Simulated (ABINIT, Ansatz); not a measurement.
An input for Ansatz 0.2.0 (Sr2AlSbO6 (Fm-3m)):

```yaml
crystal:
  lattice:
    - [0.0, 3.928638, 3.928638]
    - [3.928638, 0.0, 3.928638]
    - [3.928638, 3.928638, 0.0]
  atoms:
    - { symbol: Sr, position: [0.25, 0.25, 0.25] }
    - { symbol: Sr, position: [0.75, 0.75, 0.75] }
    - { symbol: Al, position: [0.0, 0.0, 0.0] }
    - { symbol: Sb, position: [0.5, 0.5, 0.5] }
    - { symbol: O, position: [0.753917, 0.246083, 0.246083] }
    - { symbol: O, position: [0.246083, 0.753917, 0.753917] }
    - { symbol: O, position: [0.246083, 0.753917, 0.246083] }
    - { symbol: O, position: [0.753917, 0.246083, 0.753917] }
    - { symbol: O, position: [0.246083, 0.246083, 0.753917] }
    - { symbol: O, position: [0.753917, 0.753917, 0.246083] }
kpoints:
  mp_grid: { grid: [6, 6, 6] }
hamiltonian:
  xc: lda
scf:
  occupations: { method: fixed }
dielectric: {}
```

```sh
ansatz run input.yaml --threads 4 --pin off --max-ram 7372MiB --backend cpu --events-out ev --progress --plain --runs-dir out
```

Q: How long will it take on 4 threads of Arm Neoverse V2, shared host, and how much memory?

It took 44 s; on shared hardware allow 22 s to 89 s. Peak host memory was 1.1 GiB.

[Paths, hosts, dates, memory and timing lines, banners, echoed tables and standing remarks are left out of the program output.]

[Logs are printed without paths, hosts, clocks, repeated set-up lines and the standing remarks that a program may print on its own settings, such as how far it seeks lower states.]

[Runs of the session that timed out or met a known fault of the program may be left out.]

[Hosts, paths, dates, database ids (printed as entryN), source tags and the programs' standing remarks are cut or masked in the printed files.]

[G0W0 gaps are taken among the corrected bands and points alone; a level outside them can change the order at an edge.]

[Where Ansatz stands beside ABINIT at settings called matched, ABINIT's density can come from a denser mesh and the files from another edition; pairs whose starting gaps differed by over 0.03 eV were left out, so agreement reads better than it is.]
